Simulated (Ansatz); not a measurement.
# Na on Cu(111): change of the work function, part 2 of 4

How does one ordered layer of Na (fcc site) change the work function of Cu(111), and what dipole does each adsorbate carry?

Ansatz 0.2.0; plane-wave DFT, RPBE, Ansatz PAW (the session's first sound run).

So far, work function, upper face (eV): step 2 (the clean slab) 4.67.

**3. The covered slab**

System of this step: Na/Cu(111). The cell holds 17 atoms: 16 Cu and 1 Na. Its edges and angles: a = 5.105 Å, b = 5.105 Å, c = 27.106 Å, α = 90.0°, β = 90.0°, γ = 60.0°. Vacuum lies along c.

The clean slab as it ended is repeated in the plane and the adsorbate is set on one face; the cell's size fixes the coverage, and the k-mesh shrinks with it to keep the sampling density about even. Adsorbate and upper layers relax, since the dipole depends on the height.

Contents of input.yaml:

```yaml
crystal:
  lattice:
    - [5.1053109602, 1.0e-10, 0.0]
    - [2.5526554801, 4.4213289858, 0.0]
    - [0.0, 0.0, 27.1061454206]
  atoms:
    - { symbol: Cu, position: [0.0, 0.0, 0.3320280276] }
    - { symbol: Cu, position: [0.1666666667, 0.1666666667, 0.4089196121] }
    - { symbol: Cu, position: [0.3333333333, 0.3333333333, 0.4876774621] }
    - { symbol: Cu, position: [0.0, 0.0, 0.5661431982] }
    - { symbol: Cu, position: [0.0, 0.5, 0.3320280276] }
    - { symbol: Cu, position: [0.1666666667, 0.6666666667, 0.4089196121] }
    - { symbol: Cu, position: [0.3333333333, 0.8333333333, 0.4876774621] }
    - { symbol: Cu, position: [0.0, 0.5, 0.5661431982] }
    - { symbol: Cu, position: [0.5, 0.0, 0.3320280276] }
    - { symbol: Cu, position: [0.6666666667, 0.1666666667, 0.4089196121] }
    - { symbol: Cu, position: [0.8333333333, 0.3333333333, 0.4876774621] }
    - { symbol: Cu, position: [0.5, 0.0, 0.5661431982] }
    - { symbol: Cu, position: [0.5, 0.5, 0.3320280276] }
    - { symbol: Cu, position: [0.6666666667, 0.6666666667, 0.4089196121] }
    - { symbol: Cu, position: [0.8333333333, 0.8333333333, 0.4876774621] }
    - { symbol: Cu, position: [0.5, 0.5, 0.5661431982] }
    - { symbol: Na, position: [0.1666666667, 0.1666666667, 0.6679719724] }
kpoints:
  mp_grid: { grid: [7, 7, 1] }
hamiltonian:
  xc: rpbe
scf:
  occupations: { method: fermi_dirac, width: 0.1 }
  convergence: { dr2_threshold: 1.0e-08 }
efield:
  axis: 3
  dipole_correction: true
  ramp_position: 0.97
  ramp_width: 0.06
relax:
  f_tol: 0.02
  max_steps: 60
  constraints: [{ sites: [0, 1, 4, 5, 8, 9, 12, 13] }]
output:
  bader: true
  dos: { projected: true, e_range: [-8, 4] }
  write_potential: true
  write_density: true
  volumetric_format: npy
  elf: true
```

Launch:

```bash
ansatz run input.yaml --threads 4 --pin off --max-ram 6144MiB --backend cpu --events-out ev --progress --plain --runs-dir out
```

Numbers of over 12 decimals in the logs are rounded to 6 here.

What it wrote:

```text
[...]
Crystal: 17 atoms, lattice volume = 611.847 Å³
Basis set: ecut = 420 eV, 12025 PW (Γ), exchange–correlation on 72×72×384 points (8 copies of the dense FFT grid, shifted against one another)
Bands: 188, of which v1, the nominal top of the filled ones, is band 157 counted from 1 (156 counted from 0)
Symmetry: 6 space group operations
[...]
k-points: 8 of 49 (time reversal used)
[...]
SCF iter   1: F=—  HF=-107572.260173 eV  |F-HF|=—  |Δ(HF+E_count)|=         —  Δρ=5.37e-3  dr2=2.68e-1  ethr=1.77e-3  p=0.321 e·Å  D=9.50e-2 V/Å  ΔV_dip=-2.58 eV  dr2_dipole=1.02e-1  V_vac-E_F(+/−)=2.11/4.69 eV  ⟨swp⟩=6.4  Hψ=5901  notcnv=0  defer=97
[...]
SCF iter  13: F=-107572.262022 eV  HF=-107572.262022 eV  |F-HF|=1.36e-8  |Δ(HF+E_count)|=   1.21e-7  Δρ=9.50e-7  dr2=9.87e-9  ethr=3.19e-12  p=0.314 e·Å  D=9.28e-2 V/Å  ΔV_dip=-2.52 eV  dr2_dipole=9.30e-10  V_vac-E_F(+/−)=2.14/4.65 eV  ⟨swp⟩=13.9  Hψ=12061  notcnv=0
SCF 1 converged in 13 iterations: F = -107572.262022 eV  dr2 = 9.87e-9
[...]
relax step   1: F+E_penalty+E_count = -107572.26202220 eV  Δ(F+E_penalty+E_count) = +0.000e0 eV  max|allowed force component| = 4.168e-1 eV/Å  Δτ_max = 0.0000 Å  (13 SCF iters, accepted)
[...]
SCF iter  11: F=-107572.294225 eV  HF=-107572.294225 eV  |F-HF|=2.21e-9  |Δ(HF+E_count)|=   4.19e-9  Δρ=9.79e-7  dr2=8.06e-9  ethr=3.19e-12  p=0.322 e·Å  D=9.52e-2 V/Å  ΔV_dip=-2.58 eV  dr2_dipole=3.44e-9  V_vac-E_F(+/−)=2.07/4.65 eV  ⟨swp⟩=6.9  Hψ=9515  notcnv=0
SCF 2 converged in 11 iterations: F = -107572.294225 eV  dr2 = 8.06e-9
[...]
relax step   2: F+E_penalty+E_count = -107572.29422515 eV  Δ(F+E_penalty+E_count) = -3.220e-2 eV  max|allowed force component| = 3.423e-1 eV/Å  Δτ_max = 0.0759 Å  (11 SCF iters, accepted)
SCF iter   1: F=—  HF=-107572.346073 eV  |F-HF|=—  |Δ(HF+E_count)|=         —  Δρ=2.02e-3  dr2=2.95e-2  ethr=1.46e-4  p=0.322 e·Å  D=9.52e-2 V/Å  ΔV_dip=-2.58 eV  dr2_dipole=2.35e-3  V_vac-E_F(+/−)=2.07/4.65 eV  ⟨swp⟩=5.5  Hψ=3365  notcnv=0  defer=128
[...]
SCF iter  12: F=-107572.339096 eV  HF=-107572.339096 eV  |F-HF|=1.67e-8  |Δ(HF+E_count)|=   1.68e-8  Δρ=8.74e-7  dr2=7.76e-9  ethr=3.19e-12  p=0.344 e·Å  D=1.02e-1 V/Å  ΔV_dip=-2.76 eV  dr2_dipole=2.84e-9  V_vac-E_F(+/−)=1.89/4.65 eV  ⟨swp⟩=12.2  Hψ=11082  notcnv=0
SCF 3 converged in 12 iterations: F = -107572.339096 eV  dr2 = 7.76e-9
relax step   3: F+E_penalty+E_count = -107572.33909592 eV  Δ(F+E_penalty+E_count) = -4.487e-2 eV  max|allowed force component| = 4.874e-2 eV/Å  Δτ_max = 0.1950 Å  (12 SCF iters, accepted)
SCF iter   1: F=—  HF=-107572.344073 eV  |F-HF|=—  |Δ(HF+E_count)|=         —  Δρ=1.47e-3  dr2=8.74e-3  ethr=7.92e-6  p=0.344 e·Å  D=1.02e-1 V/Å  ΔV_dip=-2.76 eV  dr2_dipole=1.21e-3  V_vac-E_F(+/−)=1.89/4.65 eV  ⟨swp⟩=3.5  Hψ=3813  notcnv=0  defer=136
[...]
SCF iter  11: F=-107572.340816 eV  HF=-107572.340816 eV  |F-HF|=9.75e-10  |Δ(HF+E_count)|=   2.68e-8  Δρ=1.04e-6  dr2=4.87e-9  ethr=3.19e-12  p=0.345 e·Å  D=1.02e-1 V/Å  ΔV_dip=-2.77 eV  dr2_dipole=3.57e-10  V_vac-E_F(+/−)=1.88/4.65 eV  ⟨swp⟩=13.5  Hψ=10895  notcnv=0
SCF 4 converged in 11 iterations: F = -107572.340816 eV  dr2 = 4.87e-9
relax step   4: F+E_penalty+E_count = -107572.34081595 eV  Δ(F+E_penalty+E_count) = -1.720e-3 eV  max|allowed force component| = 1.937e-2 eV/Å  Δτ_max = 0.0360 Å  (11 SCF iters, accepted)
NSCF: frozen V_eff on 8 k-points
[...]
WARN: The output density's exchange-correlation potential varies sharply where the density is thin. Do not read a vacuum level from v_tot or v_xc, or from such a field of the output density. On a cell that repeats whose density bears no net charge and no dipole along the vacuum's axis use v_es (v_loc + v_h of the components); under efield.dipole_correction with no amplitude use v_es + v_field, which holds any externa [...]
SCF converged after 11 iterations
Free energy (F): -107572.340816 eV
[...]
Internal energy: -107572.178950 eV  (E = F + TS)
E sigma→0 (E₀):  -107572.259883 eV
Entropy (-TS):   -0.161866 eV (-9.522 meV/atom)
Fermi energy:    3.312863 eV
Dipole field:    D = 0.102149 V/Å  (p = 0.345395 e·Å, saw-weighted, corrected)
Work function:   Φ+ = 1.8831 eV   Φ− = 4.6520 eV
[...]
--- Forces (eV/Å), atoms counted from 1 ---
  atom   1  Cu    -0.00049761    -0.00028729    -0.16403325
  atom   2  Cu    -0.00000000     0.00000000     0.18548822
  atom   3  Cu     0.00161452     0.00093214     0.00808207
  atom   4  Cu     0.00502741     0.00290258    -0.00096527
  atom   5  Cu    -0.00000000     0.00057459    -0.16403325
  atom   6  Cu     0.01428078    -0.00824501     0.14068120
  atom   7  Cu     0.00000000    -0.00186429     0.00808207
  atom   8  Cu     0.00000000    -0.00580516    -0.00096527
  atom   9  Cu     0.00049761    -0.00028729    -0.16403325
  atom  10  Cu    -0.00000000     0.01649002     0.14068120
  atom  11  Cu    -0.00161452     0.00093214     0.00808207
  atom  12  Cu    -0.00502741     0.00290258    -0.00096527
  atom  13  Cu     0.00000000     0.00000000    -0.16610051
  atom  14  Cu    -0.01428078    -0.00824501     0.14068120
  atom  15  Cu     0.00000000    -0.00000000    -0.00369553
  atom  16  Cu    -0.00000000    -0.00000000     0.01937126
  atom  17  Na     0.00000000    -0.00000000     0.01363792
  max |Σ_I F_I| component: 4.40e-6 eV/Å
--- Band table (eV; the first three rows and the last of 8) ---
  k-point 0: bands = [... 153 lower, 3.0871, 3.0912, 3.0912, 3.6080, 4.0439, 4.0636, 4.0636, 4.6190, ... 27 higher]
  k-point 1: bands = [... 153 lower, 2.8926, 3.0290, 3.1502, 3.1538, 3.8033, 3.8467, 3.8475, 4.1238, ... 27 higher]
  k-point 2: bands = [... 153 lower, 2.5710, 3.0731, 3.2060, 3.2076, 3.6982, 3.7554, 3.7673, 4.4620, ... 27 higher]
  k-point 7: bands = [... 153 lower, 1.8713, 2.1816, 2.7458, 2.7637, 3.6984, 4.5812, 4.6522, 4.9496, ... 27 higher]
--- Relaxed structure (4 steps of the walk, 4 accepted, 0 SCFs on fresh bases) ---
  F+E_penalty+E_count = -107572.34081595 eV   max|allowed force component| = 1.937e-2 eV/Å
  atoms:
    - { symbol: Cu, position: [-1.7959490104491818e-17, -1.7959490104491812e-17, 0.332028] }
    - { symbol: Cu, position: [0.166667, 0.166667, 0.408920] }
    - { symbol: Cu, position: [0.333983, 0.333983, 0.487398] }
    - { symbol: Cu, position: [-0.00110071, -0.00110071, 0.565322] }
    - { symbol: Cu, position: [0.0, 0.500000, 0.332028] }
    - { symbol: Cu, position: [0.166667, 0.666667, 0.408920] }
    - { symbol: Cu, position: [0.333983, 0.832035, 0.487398] }
    - { symbol: Cu, position: [-0.00110071, 0.502201, 0.565322] }
    - { symbol: Cu, position: [0.500000, -1.7959490104087922e-17, 0.332028] }
    - { symbol: Cu, position: [0.666667, 0.166667, 0.408920] }
    - { symbol: Cu, position: [0.832035, 0.333983, 0.487398] }
    - { symbol: Cu, position: [0.502201, -0.00110071, 0.565322] }
    - { symbol: Cu, position: [0.500000, 0.500000, 0.332028] }
    - { symbol: Cu, position: [0.666667, 0.666667, 0.408920] }
    - { symbol: Cu, position: [0.833333, 0.833333, 0.486723] }
    - { symbol: Cu, position: [0.500000, 0.500000, 0.569199] }
    - { symbol: Na, position: [0.166667, 0.166667, 0.656653] }
--- Bader charges: 17 sites ---
  site symbol  charge [e]  shift [e]
     0     Cu     -0.0195     0.0001
     1     Cu      0.0228     0.0002
     2     Cu      0.0127     0.0001
     3     Cu     -0.1869     0.0001
     4     Cu     -0.0195     0.0001
     5     Cu      0.0197     0.0002
     6     Cu      0.0126     0.0001
     7     Cu     -0.1869     0.0001
     8     Cu     -0.0195     0.0001
     9     Cu      0.0197     0.0002
    10     Cu      0.0127     0.0001
    11     Cu     -0.1869     0.0001
    12     Cu     -0.0203     0.0002
    13     Cu      0.0196     0.0002
    14     Cu      0.0031     0.0000
    15     Cu     -0.1445     0.0001
    16     Na      0.6611     0.0000
  estimated error of the sums over rays = 3.3e-4 e
```

Run time: 2.8 min. Hardware: 4 threads of Arm Neoverse V2, shared host; peak memory 2.9 GiB.

Relaxation path:

```
step  energy less that of the first step (eV)  largest force component (eV/Å)
   1                                   0.0000                          0.4168
   2                                  -0.0322                          0.3423
   3                                  -0.0771                          0.0487
   4                                  -0.0788                          0.0194
```

Forces are held to the 6 operations that the run works with; a distortion that breaks them can't arise in this run.

The atoms that moved most (Å):

```
atom      dx      dy      dz  length
Na17   0.000   0.000  -0.307   0.307
Cu16   0.000   0.000   0.083   0.083
Cu15   0.000   0.000  -0.026   0.026
 Cu4  -0.008  -0.005  -0.022   0.024
Cu12   0.008  -0.005  -0.022   0.024
 Cu8   0.000   0.010  -0.022   0.024
Cu11  -0.005   0.003  -0.008   0.009
 Cu7   0.000  -0.006  -0.008   0.009
```

This step gave:

* energy at zero smearing: -107572.2599 eV
* work function, upper face: 1.883 eV
* work function, lower face: 4.652 eV
* dipole along the normal: 0.3454 e·Å
* step between the vacuum levels: -2.769 eV

Running mean over 2.084 Å of the planar mean; the ramp of the sawtooth is left out. Table of electron's electrostatic potential energy less the Fermi level by z:

```
z (Å)  electron's electrostatic potential energy less the Fermi level (eV)
  3.5                                                                 4.65
  4.0                                                                 4.65
  4.5                                                                 4.65
  5.0                                                                 4.65
  5.5                                                                 4.64
  6.0                                                                 4.59
  6.5                                                                 4.46
  7.0                                                                 3.96
  7.5                                                                 1.89
  8.0                                                                -2.85
  8.5                                                                -7.18
  9.0                                                                -8.60
  9.5                                                                -8.80
 10.0                                                                -8.84
 10.5                                                                -8.87
 11.0                                                                -8.87
 11.5                                                                -8.72
 12.0                                                                -8.50
 12.5                                                                -8.56
 13.0                                                                -8.79
 13.5                                                                -8.73
 14.0                                                                -8.36
 14.5                                                                -8.29
 15.0                                                                -8.58
 15.5                                                                -8.45
 16.0                                                                -6.48
 16.5                                                                -2.49
 17.0                                                               0.0786
 17.5                                                                0.289
 18.0                                                              -0.0266
 18.5                                                              0.00803
 19.0                                                                0.784
 19.5                                                                 1.39
 20.0                                                                 1.63
 20.5                                                                 1.75
 21.0                                                                 1.82
 21.5                                                                 1.85
 22.0                                                                 1.87
 22.5                                                                 1.87
 23.0                                                                 1.88
 23.5                                                                 1.88
 24.0                                                                 1.88
```

The density of states has structure finer than the step of the table below, so its rows give means over 0.25 eV, whole bins alone (the curve runs from -8 to 1.98 eV). Peaks (eV: height): -2.710: 107, -2.650: 91.6, -2.350: 131, -1.950: 97.7, -1.740: 91.1, -1.590: 94.4, -1.500: 94.1.

Density of states against energy, zero at the Fermi level; means over each step:

energy (eV), density of states (states/eV a cell) and a bar:
```
    -7.75          1 
    -7.50          2 
    -7.25          2 
    -7.00          2 
    -6.75          2 
    -6.50          2 
    -6.25          1 
    -6.00          5 #
    -5.75          4 #
    -5.50          3 #
    -5.25          6 ##
    -5.00         10 ####
    -4.75         10 ####
    -4.50         16 ######
    -4.25         26 ##########
    -4.00         33 #############
    -3.75         32 ############
    -3.50         32 #############
    -3.25         38 ###############
    -3.00         60 ########################
    -2.75         75 ##############################
    -2.50         49 ###################
    -2.25         61 ########################
    -2.00         75 ##############################
    -1.75         72 #############################
    -1.50         59 #######################
    -1.25          9 ###
    -1.00          6 ##
    -0.75          4 #
    -0.50          8 ###
    -0.25          8 ###
     0.00          4 #
     0.25          1 
     0.50         12 ####
     0.75          5 ##
     1.00          5 #
     1.25          6 ##
     1.50          6 ##
     1.75          7 ##
```

Projected DOS per atom over height of the atomic layer and energy from the Fermi level. Layers: Cu4 Cu4 Cu4 Cu4 Na from below.

Ten even steps from '_' (0.00 states/eV) to '@' (5.00 states/eV), each cell a mean:
```
__________
__________
________..
________..
________..
__________
__________
++++====__
@@####@@__
**++++**__
@@####@@__
==++**++__
--====--__
::====::__
..::::..__
__....____
__________
__________
__________
__________
__________
__________
```
Columns: height of the atomic layer (Å) from 9 to 17.8 (not evenly spaced); rows upwards: energy from the Fermi level (eV) from -7.96 to 1.95.

ELF in the ca plane at fractional y = 0.167, with atoms of Cu and Na within 0.2 Å of it. It is the smooth field of the valence electrons, not physical close to the nuclei.

Ten even steps from '0' (0.00) to '9' (0.80), each cell a mean:
```
22222222232222222222223100000122210000000000
22222222222222222222223310001222110000000000
22222222222222222222223322122221100000000000
32332257322322222222333222222211100000000000
33332389522333322333333222222211000000000000
22232255322322222222333322222211100000000000
22222222222222222222223322112221100000000000
22222222232222222222223210000122110000000000
22222222222222222222223100000022211000000000
22222222222222222222232035520012321000000000
32332257322322222223331266661002321000000000
33332389522333322333441363571002321000000000
22232255322322222222331166751002321000000000
22222222222222222222232024410012221000000000
```
Columns run along c (16.0 Å, from fractional 0.32 to 0.91 of the cell), rows up along a (5.1 Å). Atoms in or near the plane, at fractional coordinates: Cu at (0.41, 0.17), Cu at (0.41, 0.67), Na at (0.66, 0.17).

Electrostatic potential energy in the ca plane at fractional y = 0.167, with atoms of Cu and Na within 0.2 Å of it. With pseudopotentials it is smooth inside the atoms' cores, unlike the true potential.

Values in eV, 8 rows by 16 columns, each cell a mean:
```
-16   1   1   3 -13  -2 -10  -4   5   3   4   5   6   6   6   6
 -3   1 -24  -3  -2   2   0   2   6   6   6   6   6   6   6   6
  4  -3 -42 -14   4   5   5   5   6   6   6   6   6   6   6   6
 -3   0 -25  -4  -1   3   0   2   6   6   6   6   6   6   6   6
-16   1   1   3 -13  -2 -10  -4   5   3   4   5   6   6   6   6
 -3   1 -24  -3  -2   2   0   2   0 -15   2   5   6   6   6   6
  4  -3 -42 -14   4   5   5   5  -8 -39  -1   5   6   6   6   6
 -3   0 -25  -4  -1   3   0   2   0 -16   2   5   6   6   6   6
```
Columns run along c (16.0 Å, from fractional 0.32 to 0.91 of the cell; values clipped at the 3rd and 97th percentile), rows up along a (5.1 Å). Atoms in or near the plane, at fractional coordinates: Cu at (0.41, 0.17), Cu at (0.41, 0.67), Na at (0.66, 0.17).

Valence density in the ca plane at fractional y = 0.167, with atoms of Cu and Na within 0.2 Å of it. It is the smooth field of the valence electrons, not physical close to the nuclei.

Ten steps, logarithmic in the rise over the least value, from '0' (0 e/Å³) to '9' (44 e/Å³), each cell a mean:
```
23210011000122111122100000000000000000000000
22210011100122111122100000000000000000000000
11111134210111100111100000000000000000000000
01001378520011000000000000000000000000000000
00001499721000000000000000000000000000000000
01101377510011000011000000000000000000000000
11110123210111100111100000000000000000000000
23210011000122111122100000000000000000000000
22210011100122111122100000000000000000000000
11111134210111100111100013200000000000000000
01001378520010000000000146620000000000000000
00001499720000000000000157730000000000000000
01101377510011000011000046520000000000000000
11110123210111100111100011100000000000000000
```
Columns run along c (16.0 Å, from fractional 0.32 to 0.91 of the cell), rows up along a (5.1 Å). Atoms in or near the plane, at fractional coordinates: Cu at (0.41, 0.17), Cu at (0.41, 0.67), Na at (0.66, 0.17).

The relaxation took 4 steps and lowered the energy by 0.079 eV; the largest force on the free atoms ends at 0.019 eV/Å.

By hand: a sheet of dipoles makes a step −p/(ε₀A) in the electron's potential. With e/ε₀ = 180.95 V·Å, p = 0.3454 e·Å and A = 22.57 Å², that is −180.95 × (0.3454) / 22.57 = -2.769 eV, and the two vacuum levels of the run differ by -2.769 eV.

The covered face has 1.88 eV, -2.79 eV against the clean one; the bare back face has moved by +0.00 eV, a measure of how thin the slab is.

**4. Work function against coverage**

This step: plane-wave DFT, RPBE, Ansatz PAW; work function against coverage (Ansatz 0.2.0).

The runs are now put side by side.

Numbers from this step:

```
work function of the clean face     : 4.669 eV
largest change of the work function : -2.786 eV
```

Table of work function of the covered face by coverage:

```
coverage (adsorbates/nm²)  work function of the covered face (eV)
                     0.00                                    4.67
                     4.43                                    1.88
```

The dipole per adsorbate comes from the change of the cell's dipole. Coverage, by row:

```
coverage (1/nm²)  coverage (ML)  work function (eV)  change (eV)  dipole per adsorbate, positive end outwards (debye)  mean height of the added atoms over the highest substrate atom (Å)
            4.43           0.25               1.883       -2.786                                                1.671                                                               2.371
```

(Continued in part 3 of 4.)

[Logs are printed without paths, hosts, clocks, repeated set-up lines and the standing remarks that a program may print on its own settings, such as how far it seeks lower states.]

[Hosts, paths, dates, database ids (printed as entryN), source tags and the programs' standing remarks are cut or masked in the printed files.]

[Maps of the electrostatic potential energy from Ansatz leave out the sawtooth potential of an applied field or a dipole correction, so their vacuum need not be flat; planar profiles and work functions include it.]

[The density of states shown here was stored with 400 of the rows of the run's finer table, so its peaks can read low, often by over a quarter, or be missed, and its means over a window can be off by a tenth or more.]
